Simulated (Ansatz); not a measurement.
## What SnH (built on the sites of a database entry of ZrH) distorts into

Aim: this structure of SnH (built on the sites of a database entry of ZrH) is to be tested for unstable modes, and one is followed downhill.

Calculated with Ansatz 0.2.0; DFT LDA, scalar-relativistic, plane waves, norm-conserving pseudopotentials.

This is a report of a sequence of runs, with most program output left out.

The structure was built from a prototype and need not be the compound's stable phase.

## 1. Starting point

It takes space group P4_2/mmc (No. 131, tetragonal). Conventional cell: a = 3.204 Å, b = 3.204 Å, c = 6.153 Å, α = 90.00°, β = 90.00°, γ = 90.00°. Nearest to Sn lie 4 H at 2.22 Å. Nearest to H lie 4 Sn at 2.22 Å. Farther neighbours are not listed.

## 2. Phonons on a q mesh

The cell comes from relaxations at this level that are not shown. Stability and thermal properties need the whole zone. Linear response on a 2×2×2 q mesh gives force constants as far as a supercell of that size would.

input.yaml reads:

```yaml
crystal:
  lattice:
    - [3.2044336889, 0.0, 0.0]
    - [0.0, 3.2044336889, 0.0]
    - [0.0, 0.0, 6.1531286746]
  atoms:
    - { symbol: Sn, position: [0.0, 0.5, 0.0] }
    - { symbol: Sn, position: [0.5, 0.0, 0.5] }
    - { symbol: H, position: [0.0, 0.0, 0.75] }
    - { symbol: H, position: [0.0, 0.0, 0.25] }
kpoints:
  mp_grid: { grid: [12, 12, 8] }
hamiltonian:
  xc: lda
  pseudopotentials: { kind: nc }
scf:
  occupations: { method: methfessel_paxton, width: 0.2 }
output:
  eigenvalues: true
phonons:
  method: dfpt
  qmesh: [2, 2, 2]
  temperatures: { t_max: 1000, t_step: 50 }
  qpath:
    path:
      - [[0.0, 0.0, 0.0], [0.0, 0.5, 0.0], [0.5, 0.5, 0.0], [0.0, 0.0, 0.0], [0.0, 0.0, 0.5], [0.0, 0.5, 0.5], [0.5, 0.5, 0.5], [0.0, 0.0, 0.5]]
      - [[0.0, 0.5, 0.0], [0.0, 0.5, 0.5]]
      - [[0.5, 0.5, 0.0], [0.5, 0.5, 0.5]]
    npoints: 10
```

Started as:

```sh
> ansatz run input.yaml --threads 8 --pin off --max-ram 14336MiB --backend cpu --events-out ev --progress --plain --runs-dir out
```

Wall time 4.6 min (8 threads of AMD EPYC 7R43, shared host); peak memory 2.6 GiB.

Numbers from this step:

```yaml
volume_per_atom: 15.80 Å³
gap_on_the_k_mesh: 0 eV
sum_rule_residual_before_enforcement: 7.40e-6 eV/Å²
lowest_frequency_on_the_path: -1087 cm⁻¹
point_group: 4/mmm
highest_frequency_on_the_path_or_at_a_solved_wavevector: 766.4 cm⁻¹
highest_optical_mode_at_the_zone_centre_no_lo_to_term: 502.7 cm⁻¹
lowest_optical_zone_centre_mode: -21.76 cm⁻¹
lowest_mode_on_the_q_mesh_acoustic_modes_at_gamma_apart: -1087 cm⁻¹
```

Frequencies (cm⁻¹) solved at each irreducible wavevector; negative means imaginary. Frequencies by wavevector, by row:

```
q in reciprocal lattice units  star  mode 1  mode 2  mode 3  mode 4  mode 10  mode 11  mode 12
                        0 0 0     1   -21.8   -21.8       0       0    379.6    502.7    502.7
                     0 0 -0.5     1   -72.4   -72.4    10.5    10.5    434.3    510.4    510.4
                     0 -0.5 0     2  -539.8   -30.8    29.9    41.4    473.8    593.9    599.2
                  0 -0.5 -0.5     2  -198.7  -159.3   -30.5    46.1    398.6    595.4      660
                  -0.5 -0.5 0     1   -1087  -200.6  -200.6    50.1      475      475    753.8
               -0.5 -0.5 -0.5     1  -351.1  -351.1    46.5    46.5    442.2    482.3    482.3
```

Interpolated from a 2×2×2 q mesh, rough between the solved points. The phonon branches at the labelled points (cm⁻¹):

```
    point  branch 1  branch 2  branch 3  branch 4  branch 9  branch 10  branch 11  branch 12
        Γ       -22       -22         0         0       232        380        503        503
  halfway      -149       -20        19        48       342        343        454        550
        X      -540       -31        30        41       306        474        594        599
  halfway      -742      -407        32        46       362        396        474        681
        M     -1087      -201      -201        50       128        475        475        754
  halfway      -468        17        51        54       263        352        352        579
        Γ       -22       -22         0         0       232        380        503        503
  halfway       -43       -43         8         8       334        419        507        507
        Z       -72       -72        10        10       434        434        510        510
  halfway      -123       -20        46        57       339        344        554        559
        R      -199      -159       -30        46       212        399        595        660
  halfway      -280        46        52        53       340        371        421        578
        A      -351      -351        46        46       442        442        482        482
  halfway        47        47        53        53       342        342        473        473
        Z       -72       -72        10        10       434        434        510        510
jump to X      -540       -31        30        41       306        474        594        599
  halfway      -423       -66       -31        44       258        458        595        633
        R      -199      -159       -30        46       212        399        595        660
jump to M     -1087      -201      -201        50       128        475        475        754
  halfway      -810      -287      -287        48       122        460        460        762
        A      -351      -351        46        46       442        442        482        482
```

Symmetry leaves 6 wavevectors to solve. The lowest mode among them, the acoustic zeros apart, lies at q = (-0.5, -0.5, 0) and is imaginary, 1086.8i cm⁻¹, so the energy falls along it.

## 3. The mode frozen in, largest atomic shift 0 Å

The mode followed lies at q = (0, -0.5, 0) with frequency 539.8i cm⁻¹, one of the unstable modes though not the softest. At small amplitude the distorted cell has space group no. 51 by a symmetry search on the positions. The undistorted cell that holds it gives the zero of energy on the same k mesh.

System of this step: SnH (built on the sites of a database entry of ZrH). Symmetry: P4_2/mmc, No. 131, tetragonal system. The conventional cell has a = 3.204 Å, b = 3.204 Å, c = 6.153 Å, α = 90.00°, β = 90.00°, γ = 90.00°. Nearest to Sn lie 4 H at 2.22 Å. H has 4 Sn at 2.22 Å nearest. Farther neighbours are not listed.

input.yaml reads:

```yaml
crystal:
  lattice:
    - [-3.2044336889, 0.0, 0.0]
    - [0.0, 0.0, -6.1531286746]
    - [0.0, -6.4088673778, 0.0]
  atoms:
    - { symbol: Sn, position: [1.0, 0.0, 0.25] }
    - { symbol: Sn, position: [1.0, 0.0, 0.75] }
    - { symbol: Sn, position: [0.5, 0.5, 0.5] }
    - { symbol: Sn, position: [0.5, 0.5, 1.0] }
    - { symbol: H, position: [1.0, 0.25, 0.5] }
    - { symbol: H, position: [1.0, 0.25, 1.0] }
    - { symbol: H, position: [1.0, 0.75, 0.5] }
    - { symbol: H, position: [1.0, 0.75, 1.0] }
kpoints:
  mp_grid: { grid: [12, 6, 6] }
hamiltonian:
  xc: lda
  pseudopotentials: { kind: nc }
scf:
  occupations: { method: methfessel_paxton, width: 0.2 }
output:
  forces: true
  stress: true
  eigenvalues: true
```

It took 8.1 s on 8 threads; peak memory 1.7 GiB.

This step gave:

* pressure: -0.01194 GPa
* energy from the undistorted cell: 0 meV/atom

The run ends at a pressure of -0.01 GPa.

## 4. The mode frozen in, largest atomic shift 0.22 Å

The atoms are moved along the unstable eigenvector, the largest shift by 0.22 Å, with the cell fixed.

input.yaml, the sections that differ from step 3:

```yaml
crystal:
  lattice:
    - [-3.2044336889, 0.0, 0.0]
    - [0.0, 0.0, -6.1531286746]
    - [0.0, -6.4088673778, 0.0]
  atoms:
    - { symbol: Sn, position: [1.0, 0.0002027736, 0.25] }
    - { symbol: Sn, position: [1.0, -0.0002027736, 0.75] }
    - { symbol: Sn, position: [0.5, 0.5, 0.5] }
    - { symbol: Sn, position: [0.5, 0.5, 1.0] }
    - { symbol: H, position: [1.0, 0.25, 0.4656725616] }
    - { symbol: H, position: [1.0, 0.25, 1.0343274384] }
    - { symbol: H, position: [1.0, 0.75, 0.5343274384] }
    - { symbol: H, position: [1.0, 0.75, 0.9656725616] }
# kpoints, hamiltonian, scf, output: as in step 3
```

Run time: 8.9 s. Hardware: 8 threads; peak memory 1.7 GiB.

Numbers from this step:

- pressure: 0.3171 GPa
- energy from the undistorted cell: -5.096 meV/atom

The energy, extrapolated to zero smearing, is -5.10 meV/atom against the undistorted cell.

The run ends at a pressure of 0.32 GPa, with forces up to 0.051 eV/Å.

## 5. Energy along the mode, all amplitudes (two of the runs are shown above)

An imaginary frequency means negative curvature, so the energy should fall and then rise again as anharmonic terms take over.

This step gave:

```yaml
depth_at_the_lowest_point_sampled: 5.096 meV/atom
largest_atomic_shift_at_that_point: 0.22 Å
```

Energy from the parent against largest atomic shift:

```
largest atomic shift (Å)  energy from the parent (meV/atom)
                   0.000                                  0
                   0.040                             -0.416
                   0.080                              -1.46
                   0.140                              -3.44
                   0.220                              -5.10
                   0.320                              -3.53
                   0.450                               9.64
```

Displacement at unit largest shift by atom:

```
atom  x (Å)  y (Å)  z (Å)  size
 Sn1   0.00   0.00  -0.01  0.01
 Sn2   0.00   0.00   0.01  0.01
 Sn3   0.00   0.00   0.00  0.00
 Sn4   0.00   0.00   0.00  0.00
  H5   0.00   1.00   0.00  1.00
  H6   0.00  -1.00   0.00  1.00
  H7   0.00  -1.00   0.00  1.00
  H8   0.00   1.00   0.00  1.00
```

The lowest of the steps tried is at 0.22 Å, 5.10 meV/atom below the parent; the bottom of the well need not coincide with a step.

## 6. Relaxation from the frozen mode

Starting from the lowest point found, all atoms and the cell are let go, so that strain and other modes of the same symmetry can join in.

input.yaml, as its differences from that of step 4:

```diff
@@ -25 +25,6 @@
   eigenvalues: true
+relax:
+  adjacent_minimum: "off"
+  f_tol: 0.002
+  max_steps: 120
+  cell: { stress_tol: 0.03 }
```

Run time: 3.4 min. Hardware: 8 threads; peak memory 1.9 GiB; 26 min of CPU time.

Relaxation path:

```
step  energy less that of the first step (eV)  largest force component (eV/Å)  pressure (GPa)  volume (Å³)
   1                                   0.0000                          0.0507            0.32       126.37
   2                                  -0.0059                          0.0727           -0.61       130.07
   3                                  -0.0198                          0.0591           -0.35       129.41
   4                                  -0.1117                          0.1000            1.11       128.59
   5                                  -0.1298                          0.2876            1.78       131.63
   6                                  -0.0922                          0.2203           -2.93       142.11
   7                                  -0.1710                          0.0627            0.49       132.89
   8                                  -0.1729                          0.0171           -0.29       134.63
   9                                  -0.1742                          0.0173            0.03       133.89
  10                                  -0.1743                          0.0074           -0.01       133.92
  11                                  -0.1743                          0.0026            0.00       133.85
  12                                  -0.1743                          0.0001            0.00       133.83
 13*                                  -0.1885                          0.0002            0.31       133.83
  14                                  -0.1956                          0.0020            0.14       135.02
  15                                  -0.2003                          0.0288           -0.01       136.69
  16                                  -0.1997                          0.0338           -0.20       136.70
  17                                  -0.2008                          0.0040            0.01       136.29
  18                                  -0.2008                          0.0017           -0.01       136.31
 19*                                  -0.2018                          0.0017            0.02       136.31
  20                                  -0.2019                          0.0008            0.01       136.46
  21                                  -0.2019                          0.0007            0.00       136.58
 22*                                  -0.2019                          0.0008            0.00       136.58
```

Relaxation steps marked * repeat the geometry before them on a plane-wave basis chosen anew for their cell, so energy and pressure can jump there. Relaxation steps 6, 16 were tried and not accepted.

Forces are held to the 8 operations that the run works with; a distortion that breaks them can't arise in this run.

```
     cell as run  before  after   change
           a (Å)   3.204  3.255   +1.6 %
           b (Å)   6.153  7.063  +14.8 %
           c (Å)   6.409  5.941   -7.3 %
volume (Å³/atom)   15.80  17.07   +8.1 %
```

The atoms that moved most (Å, as changes of fractional coordinates times the final cell):

```
atom     dx      dy      dz  length
 Sn1  0.000   0.000  -0.533   0.533
 Sn2  0.000   0.000   0.533   0.533
  H7  0.000  -0.050   0.370   0.374
  H8  0.000   0.050   0.370   0.374
  H6  0.000  -0.050  -0.370   0.374
  H5  0.000   0.050  -0.370   0.374
```

This step gave:

* pressure: 0.003208 GPa
* volume per atom: 17.07 Å³

The distorted start has space group Pmma; the relaxation ends in Pmma.

## 7. The new phase in its own primitive cell

The relaxed structure is symmetrised, reduced to its primitive cell and relaxed tightly, as its phonons need.

input.yaml reads:

```yaml
crystal:
  lattice:
    - [5.9405271498, 0.0, 0.0]
    - [0.0, 3.2551411368, 0.0]
    - [0.0, 0.0, 7.0630328974]
  atoms:
    - { symbol: Sn, position: [0.25, 0.0, 0.9243791757] }
    - { symbol: Sn, position: [0.75, 0.0, 0.0756208243] }
    - { symbol: Sn, position: [0.0, 0.5, 0.5] }
    - { symbol: Sn, position: [0.5, 0.5, 0.5] }
    - { symbol: H, position: [0.0427687066, 0.0, 0.6975521871] }
    - { symbol: H, position: [0.4572312934, 0.0, 0.6975521871] }
    - { symbol: H, position: [0.9572312934, 0.0, 0.3024478129] }
    - { symbol: H, position: [0.5427687066, 0.0, 0.3024478129] }
kpoints:
  mp_grid: { grid: [6, 12, 6] }
hamiltonian:
  xc: lda
  pseudopotentials: { kind: nc }
scf:
  occupations: { method: methfessel_paxton, width: 0.2 }
output:
  forces: true
  stress: true
  eigenvalues: true
relax:
  adjacent_minimum: "off"
  f_tol: 0.001
  max_steps: 60
  cell: { stress_tol: 0.01 }
```

Elapsed: 24 s, on 8 threads; peak memory 1.9 GiB.

Little changed from the start: no atom moved by 0.005 Å and no cell edge by 0.1 %.

This step gave:

```yaml
pressure: 0.003209 GPa
```

The largest force component left is 0.75 meV/Å and the pressure is 0.003 GPa, within the tolerances set. The cell now holds 17.07 Å³/atom.

## 8. Modes of the new phase, k-mesh 6×12×6

A relaxed structure may still be a saddle point, so its zone-centre modes are computed. No field response is asked, since the mesh shows no gap.

input.yaml, as its differences from that of step 7:

```diff
@@ -22,9 +22,4 @@
 output:
-  forces: true
-  stress: true
   eigenvalues: true
-relax:
-  adjacent_minimum: "off"
-  f_tol: 0.001
-  max_steps: 60
-  cell: { stress_tol: 0.01 }
+phonons:
+  method: dfpt
```

The job ended after 3.8 min (8 threads; peak memory 5.9 GiB; 29 min of CPU time).

This step gave:

```
sum-rule residual before enforcement                    : 3.42e-5 eV/Å²
point group                                             : mmm
highest optical mode at the zone centre (no LO-TO term) : 796.2 cm⁻¹
lowest optical zone-centre mode                         : 9.8 cm⁻¹
```

Patterns of degenerate modes are one choice out of their space. Modes at Γ, with each element's share of the kinetic energy:

```
mode  frequency (cm⁻¹)  symmetry  Sn %  H %
   1               0.0  acoustic    99    1
   2               0.0  acoustic    99    1
   3               0.0  acoustic    99    1
   4               9.8       B3u   100    0
   5              22.1        Au   100    0
   6              26.8       B3g   100    0
   7              34.0       B2u   100    0
   8              83.1       B3u    99    1
   9              85.6        Ag   100    0
  10             103.1       B2g   100    0
  11             105.7       B1u    99    1
  12             150.1       B1u   100    0
  13             292.5        Au     0  100
  14             329.6       B2u     1   99
  15             426.5       B3u     2   98
  16             494.4       B2g     0  100
  17             524.0        Ag     0  100
  18             583.4       B1u     1   99
  19             637.3       B3g     0  100
  20             684.5       B3u     0  100
  21             709.6       B2g     0  100
  22             720.3       B1g     0  100
  23             736.4        Ag     0  100
  24             796.2       B1u     1   99
```

Displacements in mode 5 (22.1 cm⁻¹), the largest set to 1:
```
Sn1  0.00  0.00  0.00
Sn2  0.00  0.00  0.00
Sn3  0.00  1.00  0.00
Sn4  0.00 -1.00  0.00
H5   0.00 -0.02  0.00
H6   0.00  0.02  0.00
H7   0.00 -0.02  0.00
H8   0.00  0.02  0.00
```

Displacements in mode 10 (103.1 cm⁻¹), the largest set to 1:
```
Sn1 -1.00  0.00  0.00
Sn2  1.00  0.00  0.00
Sn3  0.00  0.00  0.00
Sn4  0.00  0.00  0.00
H5  -0.35  0.00  0.04
H6  -0.35  0.00 -0.04
H7   0.35  0.00 -0.04
H8   0.35  0.00  0.04
```

Before it was imposed, the acoustic sum rule was missed by 3.4e-5 eV/Å². Small misses are needed for a sound result but don't prove that mesh and cutoff are converged. The lowest optical mode is real, 9.8 cm⁻¹.

## 9. The phases reached

The phases reached along the modes that were followed are set side by side.

Energies are those of the first relaxation, on the mesh of the frozen mode; space group, volume and gap are those of the last relaxation. Phases, by row:

```
                 mode frozen in  space group  energy from parent (meV/atom)  volume (Å³/atom)  gap on mesh (eV)  lowest zone-centre optical mode (cm⁻¹)  largest shift (Å)
                         parent     P4_2/mmc                              0              15.8                 0                                       –                  –
q = (-0.5, -0.5, 0), 1087i cm⁻¹     P4_2/mnm                            -45             16.24                 0                                   -42.8              0.398
    q = (0, -0.5, 0), 540i cm⁻¹         Pmma                         -30.13             17.07                 0                                     9.8              0.534
```

## 10. Results

```
unstable mode of the parent                                                      : q = (0, -0.5, 0), 540i cm⁻¹
depth at the lowest point sampled                                                : 5.10 meV/atom
largest atomic shift at that point                                               : 0.22 Å
space group reached (within 0.01 Å)                                              : Pmma
energy gained over the parent (first relaxation, on the mesh of the frozen mode) : 30.1 meV/atom
volume per atom, phase reached                                                   : 17.1 Å³
lowest optical zone-centre mode, phase reached                                   : 9.8 cm⁻¹
highest optical mode at the zone centre (no LO-TO term), phase reached           : 796 cm⁻¹
```

In words: Along this mode the structure falls into Pmma, 30.1 meV/atom below the parent. At the parent's cell the well is 5.096 meV/atom deep on the steps tried, with its lowest point at a shift of 0.22 Å. Relaxing atoms and cell changes the gain by +25.03 meV/atom against the lowest step (energies at zero smearing). Most of the total comes from this relaxation. The new phase has no imaginary mode at the zone centre of its cell; other wavevectors were not checked. Of the 2 patterns followed to their end from this parent, this one ends 14.9 meV/atom above the lowest, P4_2/mnm. Each path keeps the symmetry of its pattern, so a lower phase may lie along a pattern not tried. The q mesh stands for a supercell only 6.4 Å across, so branches between the solved wavevectors are rough. With no gap, or one that is small against the smearing, the frequencies hang on the k mesh and the smearing, most of all near Kohn anomalies. An optical mode within 15 cm⁻¹ of zero is at the mercy of small errors in the force constants, and even its sign is uncertain. Spin-orbit coupling is left out, which can matter for the heavy elements here. The starting cell was built on a prototype and not taken from a measurement, so the phase need not exist.

[Logs are printed without paths, hosts, clocks, repeated set-up lines and the standing remarks that a program may print on its own settings, such as how far it seeks lower states.]

[Hosts, paths, dates, database ids (printed as entryN), source tags and the programs' standing remarks are cut or masked in the printed files.]
